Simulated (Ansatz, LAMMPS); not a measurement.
**Site preference of a vacancy of P in glassy 83P2O5-17Al2O3 (mol %) (80 atoms)**

Aim: make a vacancy of P at several sites of glassy 83P2O5-17Al2O3 (mol %) (80 atoms), relax each, and compare their energies.

Calculated with Ansatz 0.2.0; Kohn-Sham DFT, PBE, PAW (set soft_1), plane waves.

## Step 1: Starting point

The cell holds 80 atoms: 20 P, 4 Al and 56 O. Cell: a = 10.138 Å, b = 10.138 Å, c = 10.138 Å, α = 90.0°, β = 90.0°, γ = 90.0°. 80 atoms (20 P, 4 Al, 56 O) placed at random at 2.43 g/cm³, melted at 4000 K for 10 ps at fixed volume with the Morse and Coulomb pair potential with partial charges (Pedone, Malavasi, Menziani, Cormack and Segre, J. Phys. Chem. B 110, 11780 (2006)). Quenched from 4000 K to 300 K at 6 K/ps and fixed volume, held 10 ps at zero pressure.

What the set-up can't give: The quench rate of 6 K/ps far exceeds what a furnace or splat quench reaches, so expect more defects and frozen-in strain than in a real sample. The network of bonds at the start is that of the classical potential that made the cell, and needn't be the one that DFT or experiment would give. The Brillouin zone is sampled at Γ only, in a cell whose shortest periodic width is 10 Å.

## Step 2: Single point at the start

A single point comes first, to see the forces before anything moves.

File input.yaml:

```yaml
crystal:
  lattice:
    - [10.13788, 0.0, 0.0]
    - [0.0, 10.13788, 0.0]
    - [0.0, 0.0, 10.13788]
  atoms:
    - { symbol: P, position: [0.89564, 0.83352, 0.90719] }
    - { symbol: P, position: [0.94592, 0.36807, 0.40019] }
    - { symbol: P, position: [0.82072, 0.60889, 0.70825] }
    - { symbol: P, position: [0.21219, 0.44798, 0.05966] }
    - { symbol: P, position: [0.04901, 0.69669, 0.14733] }
    - { symbol: P, position: [0.55341, 0.24873, 0.00188] }
    - { symbol: P, position: [0.86927, 0.9634, 0.3748] }
    - { symbol: P, position: [0.31876, 0.64356, 0.6194] }
    - { symbol: P, position: [0.39003, 0.88753, 0.79302] }
    - { symbol: P, position: [0.53273, 0.29483, 0.41695] }
    - { symbol: P, position: [0.2501, 0.38028, 0.75526] }
    - { symbol: P, position: [0.76397, 0.18807, 0.21273] }
    - { symbol: P, position: [0.82021, 0.03899, 0.67019] }
    - { symbol: P, position: [0.95335, 0.32265, 0.70309] }
    - { symbol: P, position: [0.92805, 0.32964, 0.02085] }
    - { symbol: P, position: [0.4749, 0.89597, 0.29867] }
    - { symbol: P, position: [0.15115, 0.01397, 0.94574] }
    - { symbol: P, position: [0.24697, 0.31828, 0.34093] }
    - { symbol: P, position: [0.52411, 0.59749, 0.39747] }
    - { symbol: P, position: [0.51287, 0.53298, 0.09383] }
    - { symbol: Al, position: [0.60688, 0.82743, 0.02025] }
    - { symbol: Al, position: [0.17581, 0.00244, 0.26998] }
    - { symbol: Al, position: [0.51828, 0.16244, 0.70152] }
    - { symbol: Al, position: [0.8357, 0.66448, 0.40032] }
    - { symbol: O, position: [0.12602, 0.13043, 0.85544] }
    - { symbol: O, position: [0.19421, 0.69214, 0.56519] }
    - { symbol: O, position: [0.2811, 0.40436, 0.46646] }
    - { symbol: O, position: [0.10552, 0.35817, 0.7147] }
    - { symbol: O, position: [0.583, 0.65255, 0.04301] }
    - { symbol: O, position: [0.86436, 0.67428, 0.5781] }
    - { symbol: O, position: [0.59448, 0.24126, 0.86001] }
    - { symbol: O, position: [0.76691, 0.86248, 0.98238] }
    - { symbol: O, position: [0.26423, 0.92523, 0.88345] }
    - { symbol: O, position: [0.19218, 0.17127, 0.34186] }
    - { symbol: O, position: [0.23936, 0.40827, 0.91171] }
    - { symbol: O, position: [0.40541, 0.27441, 0.33815] }
    - { symbol: O, position: [0.84195, 0.00454, 0.52004] }
    - { symbol: O, position: [0.5533, 0.97784, 0.38916] }
    - { symbol: O, position: [0.64079, 0.24531, 0.31252] }
    - { symbol: O, position: [0.83698, 0.82633, 0.35598] }
    - { symbol: O, position: [0.50299, 0.85895, 0.88598] }
    - { symbol: O, position: [0.13239, 0.57928, 0.0835] }
    - { symbol: O, position: [0.67225, 0.0509, 0.6924] }
    - { symbol: O, position: [0.88909, 0.17001, 0.69511] }
    - { symbol: O, position: [0.55185, 0.22695, 0.54776] }
    - { symbol: O, position: [0.66063, 0.65265, 0.40479] }
    - { symbol: O, position: [0.29474, 0.52241, 0.70984] }
    - { symbol: O, position: [0.43171, 0.6231, 0.5216] }
    - { symbol: O, position: [0.41571, 0.19538, 0.01647] }
    - { symbol: O, position: [0.95194, 0.32532, 0.54744] }
    - { symbol: O, position: [0.13065, 0.81141, 0.18651] }
    - { symbol: O, position: [0.50437, 0.54171, 0.24672] }
    - { symbol: O, position: [0.33247, 0.94759, 0.29135] }
    - { symbol: O, position: [0.16416, 0.05697, 0.08715] }
    - { symbol: O, position: [0.36789, 0.53247, 0.05371] }
    - { symbol: O, position: [0.79358, 0.04508, 0.2678] }
    - { symbol: O, position: [0.67668, 0.60815, 0.72472] }
    - { symbol: O, position: [0.96042, 0.7408, 0.02939] }
    - { symbol: O, position: [0.53693, 0.8923, 0.15881] }
    - { symbol: O, position: [0.65049, 0.17847, 0.09609] }
    - { symbol: O, position: [0.85896, 0.4843, 0.39845] }
    - { symbol: O, position: [0.54891, 0.44034, 0.43787] }
    - { symbol: O, position: [0.87551, 0.70024, 0.81872] }
    - { symbol: O, position: [0.4115, 0.01034, 0.71543] }
    - { symbol: O, position: [0.35474, 0.28185, 0.72334] }
    - { symbol: O, position: [0.83542, 0.43815, 0.06355] }
    - { symbol: O, position: [0.97246, 0.64222, 0.25928] }
    - { symbol: O, position: [0.46576, 0.74918, 0.34012] }
    - { symbol: O, position: [0.87448, 0.21068, 0.09213] }
    - { symbol: O, position: [0.00987, 0.99006, 0.34509] }
    - { symbol: O, position: [0.92108, 0.31636, 0.86942] }
    - { symbol: O, position: [0.87453, 0.4658, 0.70797] }
    - { symbol: O, position: [0.87104, 0.2684, 0.31118] }
    - { symbol: O, position: [0.56081, 0.39489, 0.05025] }
    - { symbol: O, position: [0.02259, 0.92676, 0.92985] }
    - { symbol: O, position: [0.36467, 0.7622, 0.71048] }
    - { symbol: O, position: [0.0694, 0.36599, 0.06227] }
    - { symbol: O, position: [0.08419, 0.37499, 0.35068] }
    - { symbol: O, position: [0.86789, 0.93135, 0.76828] }
    - { symbol: O, position: [0.25311, 0.39072, 0.19648] }
kpoints:
  mp_grid: { grid: [1, 1, 1] }
hamiltonian:
  xc: pbe
  pseudopotentials: { kind: paw, azcp: { folder: soft_1 } }
scf:
  occupations: { method: fermi_dirac, width: 0.05 }
output:
  forces: true
```

Launch:

```sh
ansatz run input.yaml --threads 4 --pin off --max-ram 8192MiB --backend cpu --events-out ev --progress --plain --runs-dir out
```

Numbers of over 12 decimals in the logs are rounded to 6 here.

What it wrote:

```text
Engine: ansatz 0.2.0, aarch64-unknown-linux-gnu
Pseudopotentials: kind: paw
Pseudopotential: P, paw, valence charge 5, recommended cutoff 420 eV (normal), soft_1/P.paw.azcp
Pseudopotential: Al, paw, valence charge 3, recommended cutoff 420 eV (normal), soft_1/Al.paw.azcp
Pseudopotential: O, paw, valence charge 6, recommended cutoff 420 eV (normal), soft_1/O.paw.azcp
[... 5 lines on functional and potentials left out ...]
Crystal: 80 atoms, lattice volume = 1041.937 Å³
Basis set: ecut = 420 eV, 20341 PW (Γ), exchange–correlation on 144×144×144 points (8 copies of the dense FFT grid, shifted against one another)
Bands: 304, of which v1, the nominal top of the filled ones, is band 224 counted from 1 (223 counted from 0)
Symmetry: 1 space group operations
Space group: P1 (ITA 1), of the structure as read, at distance tolerance 1.0e-4 Å
k-points: 1
[... 7 lines on functional and potentials left out ...]
Initial density: superposition of atomic densities (chi_scale 0.1, normalization cell, long waves kept (reshape's long-wave potential 0.11 eV rms))
Initial wavefunctions: pseudopotential atomic-orbital guess
Functional: x = pbe(κ = 0.804, μ = 0.219515), c = pbe(β = 0.066725)
SCF iter   1: F=—  HF=-49105.632759 eV  |F-HF|=—  |Δ(HF+E_count)|=         —  Δρ=1.34e-1  dr2=1.70e2  ethr=3.10e-3  ⟨swp⟩=7.0  Hψ=1604  notcnv=0  defer=35
preconditioner: auto → Resta (q_TF=auto, 2.370 Å⁻¹)  ε∞=2.8  [insulator: Δε(μ)=4.653 eV  Ē_g=17.903 eV  σ=0.050 eV  W_gap=1.00  n_scr=250 (ndim 8)  ℏωp=24.3 eV  f_vac=0.126  D(μ)=0.00/eV (n_scr^D=0)  ε∞_Penn≈2.8]
SCF iter   2: F=—  HF=-49057.809522 eV  |F-HF|=—  |Δ(HF+E_count)|=    4.78e1  Δρ=4.42e-2  dr2=9.99e0  ethr=3.10e-3  ⟨swp⟩=4.0  Hψ=685  notcnv=0  defer=75
SCF iter   3: F=—  HF=-49056.286378 eV  |F-HF|=—  |Δ(HF+E_count)|=    1.52e0  Δρ=2.12e-2  dr2=2.98e0  ethr=2.23e-3  ⟨swp⟩=3.0  Hψ=327  notcnv=0  defer=31
automatic band count: iteration 3 solves 260 bands in place of 304: the levels show a gap, and the empty bands left out lie too high to hold charge; the band table lists the bands solved (type scf.n_extra_bands for more)
SCF iter   4: F=—  HF=-49056.091087 eV  |F-HF|=—  |Δ(HF+E_count)|=   1.95e-1  Δρ=1.03e-2  dr2=8.26e-1  ethr=6.65e-4  ⟨swp⟩=4.0  Hψ=419  notcnv=0  defer=31
SCF iter   5: F=—  HF=-49055.938446 eV  |F-HF|=—  |Δ(HF+E_count)|=   1.53e-1  Δρ=1.84e-3  dr2=3.80e-2  ethr=1.84e-4  ⟨swp⟩=3.0  Hψ=503  notcnv=0  defer=31
SCF iter   6: F=—  HF=-49055.955420 eV  |F-HF|=—  |Δ(HF+E_count)|=   1.70e-2  Δρ=1.05e-3  dr2=9.85e-3  ethr=8.48e-6  ⟨swp⟩=3.0  Hψ=454  notcnv=0  defer=31
SCF iter   7: F=—  HF=-49055.956194 eV  |F-HF|=—  |Δ(HF+E_count)|=   7.74e-4  Δρ=3.86e-4  dr2=1.51e-3  ethr=2.20e-6  ⟨swp⟩=3.0  Hψ=435  notcnv=0  defer=31
SCF iter   8: F=—  HF=-49055.956445 eV  |F-HF|=—  |Δ(HF+E_count)|=   2.51e-4  Δρ=1.03e-4  dr2=1.21e-4  ethr=3.36e-7  ⟨swp⟩=3.0  Hψ=413  notcnv=0  defer=31
SCF iter   9: F=—  HF=-49055.956493 eV  |F-HF|=—  |Δ(HF+E_count)|=   4.87e-5  Δρ=7.27e-5  dr2=4.49e-5  ethr=2.69e-8  ⟨swp⟩=3.0  Hψ=536  notcnv=0  defer=31
SCF iter  10: F=—  HF=-49055.957607 eV  |F-HF|=—  |Δ(HF+E_count)|=   1.11e-3  Δρ=2.12e-5  dr2=4.31e-6  ethr=1.00e-8  ⟨swp⟩=3.0  Hψ=449  notcnv=0  defer=31
SCF iter  11: F=—  HF=-49055.957607 eV  |F-HF|=—  |Δ(HF+E_count)|=   3.85e-7  Δρ=6.63e-6  dr2=4.43e-7  ethr=9.62e-10  ⟨swp⟩=3.0  Hψ=526  notcnv=0  defer=31
SCF iter  12: F=—  HF=-49055.957607 eV  |F-HF|=—  |Δ(HF+E_count)|=   1.89e-7  Δρ=4.04e-6  dr2=1.45e-7  ethr=2.23e-11  ⟨swp⟩=6.0  Hψ=1137  notcnv=0
SCF iter  13: F=-49055.957607 eV  HF=-49055.957607 eV  |F-HF|=1.51e-9  |Δ(HF+E_count)|=   1.23e-8  Δρ=1.09e-6  dr2=1.26e-8  ethr=2.23e-11  ⟨swp⟩=6.0  Hψ=1005  notcnv=0
SCF 1 converged in 13 iterations: F = -49055.957607 eV  dr2 = 1.26e-8
  greatest PAW one-centre occupation: 0.876 electrons in one spin orbital (limit 2), on the O atom at site 25 (counted from 0), in its partial waves of l = 0
SCF converged after 13 iterations
Free energy (F): -49055.957607 eV
Harris-Foulkes:  -49055.957607 eV  (|F-HF|=1.51e-9)
Internal energy: -49055.957603 eV  (E = F + TS)
E sigma→0 (E₀):  -49055.957605 eV
Entropy (-TS):   -0.000004 eV (-0.000 meV/atom)
Fermi energy:    5.065570 eV
--- Per-component energies (eV) ---
  E_band       = -2388.006757
  E_kinetic    = 11242.781866
  E_local      = -33112.443180  (includes V_loc(G=0)·N_el)
  E_nonlocal   = 3558.226392
  E_hartree    = 12540.732478
  E_xc         = -5654.631361
  E_vxc        = -6502.372969  (∫ρ·V_xc dr)
  E_paw        = -22196.895405  (= ΣΔE_a)
  E_vpaw       = -2655.708288  (= ΣTr[D̂ρ^β])
  E_aug_tail   = 0.044758  (compensation charges beyond the density's cutoff)
  E_ewald      = -15433.773152
  E_smearing   = -0.000004  (= −TS)
  E_closure    = 0.000000  (closes the sum)
  Σ components = -49055.957607   (vs F -49055.957607, Δ=0.00e0)
--- Forces (eV/Å), atoms counted from 1 ---
  atom   1  P      1.49988293    -1.43493832     0.88949377
  atom   2  P      0.00025004     0.73805660    -1.37512144
  atom   3  P     -3.02336185     2.23847941    -2.88037890
  atom   4  P     -0.64634706     0.77442740     1.66329174
  atom   5  P     -0.41148097     1.59608639    -0.07681967
  atom   6  P     -4.98737436    -1.83495990    -0.62249659
  atom   7  P      2.33269391     1.23993321    -0.35397001
  atom   8  P     -3.46628492     1.84387755    -2.41721508
  atom   9  P     -0.01341656     1.61444426     2.36280613
  atom  10  P     -0.50929398    -1.70186000    -2.28509368
  atom  11  P      2.37311164    -0.72325323     1.51037422
  atom  12  P     -0.52171531     2.77549077     1.54215722
  atom  13  P     -3.31660633    -1.76689345     1.94807744
  atom  14  P     -2.08035134     1.28166364     2.39801832
[...]
atom  79  O     -0.04393599     0.67976242    -1.94663799
  atom  80  O      1.25099852    -0.50102527    -0.30645948
  max |Σ_I F_I| component: 3.04e-5 eV/Å
```

Elapsed: 12 s, on 4 threads of Arm Neoverse V1, shared host; peak memory 1.1 GiB; 43 s of CPU time.

The r.m.s. force at the start is 1.4 eV/Å.

## Step 3: Relaxation

The atoms are relaxed in the fixed cell, aiming at the force tolerance of the input.

File input.yaml:

```yaml
crystal:
  lattice:
    - [10.13788, 0.0, 0.0]
    - [0.0, 10.13788, 0.0]
    - [0.0, 0.0, 10.13788]
  atoms:
    [... the 80 atom lines of step 2 ...]
kpoints:
  mp_grid: { grid: [1, 1, 1] }
hamiltonian:
  xc: pbe
  pseudopotentials: { kind: paw, azcp: { folder: soft_1 } }
scf:
  occupations: { method: fermi_dirac, width: 0.05 }
output:
  forces: true
relax:
  f_tol: 0.05
  max_steps: 120
```

What it wrote:

```text
[...]
Crystal: 80 atoms, lattice volume = 1041.937 Å³
Basis set: ecut = 420 eV, 20341 PW (Γ), exchange–correlation on 144×144×144 points (8 copies of the dense FFT grid, shifted against one another)
Bands: 304, of which v1, the nominal top of the filled ones, is band 224 counted from 1 (223 counted from 0)
Symmetry: 1 space group operations
[...]
k-points: 1
[...]
SCF iter   1: F=—  HF=-49105.632759 eV  |F-HF|=—  |Δ(HF+E_count)|=         —  Δρ=1.34e-1  dr2=1.70e2  ethr=3.10e-3  ⟨swp⟩=7.0  Hψ=1604  notcnv=0  defer=35
[...]
SCF iter   8: F=—  HF=-49055.957560 eV  |F-HF|=—  |Δ(HF+E_count)|=   1.15e-4  Δρ=9.71e-5  dr2=1.07e-4  ethr=3.48e-7  ⟨swp⟩=2.0  Hψ=412  notcnv=0  defer=75
SCF iter   9: F=-49055.957586 eV  HF=-49055.957610 eV  |F-HF|=2.33e-5  |Δ(HF+E_count)|=   4.98e-5  Δρ=6.98e-5  dr2=4.07e-5  ethr=1.40e-8  ⟨swp⟩=4.0  Hψ=1094  notcnv=0
SCF 1 converged in 9 iterations: F = -49055.957586 eV  dr2 = 4.07e-5
[...]
relax step   1: F+E_penalty+E_count = -49055.95758621 eV  Δ(F+E_penalty+E_count) = +0.000e0 eV  max|allowed force component| = 6.260e0 eV/Å  Δτ_max = 0.0000 Å  (9 SCF iters, dr2 threshold 6.25e-5 eV, accepted)
[...]
relax step   2: F+E_penalty+E_count = -49058.99312418 eV  Δ(F+E_penalty+E_count) = -3.036e0 eV  max|allowed force component| = 4.733e0 eV/Å  Δτ_max = 0.0963 Å  (6 SCF iters, dr2 threshold 1.00e-4 eV, accepted)
[...]
relax step   3: F+E_penalty+E_count = -49062.99509524 eV  Δ(F+E_penalty+E_count) = -4.002e0 eV  max|allowed force component| = 1.132e0 eV/Å  Δτ_max = 0.1950 Å  (7 SCF iters, dr2 threshold 1.00e-4 eV, accepted)
relax step   4: F+E_penalty+E_count = -49064.37563877 eV  Δ(F+E_penalty+E_count) = -1.381e0 eV  max|allowed force component| = 7.194e-1 eV/Å  Δτ_max = 0.2000 Å  (7 SCF iters, dr2 threshold 8.01e-5 eV, accepted)
relax step   5: F+E_penalty+E_count = -49065.10806810 eV  Δ(F+E_penalty+E_count) = -7.324e-1 eV  max|allowed force component| = 8.623e-1 eV/Å  Δτ_max = 0.2000 Å  (7 SCF iters, dr2 threshold 3.23e-5 eV, accepted)
relax step   6: F+E_penalty+E_count = -49065.50884079 eV  Δ(F+E_penalty+E_count) = -4.008e-1 eV  max|allowed force component| = 5.317e-1 eV/Å  Δτ_max = 0.2000 Å  (6 SCF iters, dr2 threshold 1.00e-4 eV, accepted)
relax step   7: F+E_penalty+E_count = -49065.67646355 eV  Δ(F+E_penalty+E_count) = -1.676e-1 eV  max|allowed force component| = 8.049e-1 eV/Å  Δτ_max = 0.2000 Å  (7 SCF iters, dr2 threshold 1.00e-4 eV, accepted)
relax step   8: F+E_penalty+E_count = -49065.81376926 eV  Δ(F+E_penalty+E_count) = -1.373e-1 eV  max|allowed force component| = 4.379e-1 eV/Å  Δτ_max = 0.2000 Å  (6 SCF iters, dr2 threshold 1.00e-4 eV, accepted)
relax step   9: F+E_penalty+E_count = -49065.86290857 eV  Δ(F+E_penalty+E_count) = -4.914e-2 eV  max|allowed force component| = 2.694e-1 eV/Å  Δτ_max = 0.2000 Å  (7 SCF iters, dr2 threshold 5.67e-5 eV, accepted)
relax step  10: F+E_penalty+E_count = -49065.91366966 eV  Δ(F+E_penalty+E_count) = -5.076e-2 eV  max|allowed force component| = 4.042e-1 eV/Å  Δτ_max = 0.2000 Å  (7 SCF iters, dr2 threshold 2.15e-5 eV, accepted)
relax step  11: F+E_penalty+E_count = -49065.93422175 eV  Δ(F+E_penalty+E_count) = -2.055e-2 eV  max|allowed force component| = 2.222e-1 eV/Å  Δτ_max = 0.1671 Å  (7 SCF iters, dr2 threshold 6.19e-5 eV, accepted)
relax step  12: F+E_penalty+E_count = -49065.95998421 eV  Δ(F+E_penalty+E_count) = -2.576e-2 eV  max|allowed force component| = 7.246e-2 eV/Å  Δτ_max = 0.0850 Å  (6 SCF iters, dr2 threshold 1.49e-5 eV, accepted)
relax step  13: F+E_penalty+E_count = -49065.96395245 eV  Δ(F+E_penalty+E_count) = -3.968e-3 eV  max|allowed force component| = 6.684e-2 eV/Å  Δτ_max = 0.0246 Å  (8 SCF iters, accepted)
[...]
relax step  14: F+E_penalty+E_count = -49065.96483861 eV  Δ(F+E_penalty+E_count) = -8.862e-4 eV  max|allowed force component| = 1.372e-2 eV/Å  Δτ_max = 0.0201 Å  (7 SCF iters, accepted)
SCF converged after 7 iterations
Free energy (F): -49065.964839 eV
[...]
Internal energy: -49065.964839 eV  (E = F + TS)
E sigma→0 (E₀):  -49065.964839 eV
Fermi energy:    4.898774 eV
[...]
Σ components = -49065.964839   (vs F -49065.964839, Δ=0.00e0)
--- Forces (eV/Å), atoms counted from 1 ---
  atom   1  P      0.00048845     0.00842119     0.00064962
  atom   2  P     -0.01115009     0.00907163     0.00579663
  atom   3  P      0.00222870    -0.00281022    -0.00618071
  atom   4  P      0.00663525     0.00495755    -0.00745577
[...]
atom  80  O      0.00623642    -0.00957111     0.00487022
  max |Σ_I F_I| component: 9.19e-5 eV/Å
--- Relaxed structure (14 steps of the walk, 14 accepted, 0 SCFs on fresh bases) ---
  F+E_penalty+E_count = -49065.96483861 eV   max|allowed force component| = 1.372e-2 eV/Å
  atoms:
    - { symbol: P, position: [0.894615, 0.792789, 0.936249] }
    - { symbol: P, position: [0.945842, 0.395350, 0.404768] }
    - { symbol: P, position: [0.824329, 0.616169, 0.711328] }
    - { symbol: P, position: [0.203482, 0.448370, 0.081574] }
[...]
- { symbol: O, position: [0.280441, 0.383513, 0.200367] }
```

Run time: 99 s. Hardware: 4 threads; peak memory 1.1 GiB.

The relaxation converged after 14 steps, 10.0 eV below its start, with a largest force component of 0.014 eV/Å.

(Part 1 of 4 ends here.)

[Logs are printed without paths, hosts, clocks, repeated set-up lines and the standing remarks that a program may print on its own settings, such as how far it seeks lower states.]

[Hosts, paths, dates, database ids (printed as entryN), source tags and the programs' standing remarks are cut or masked in the printed files.]
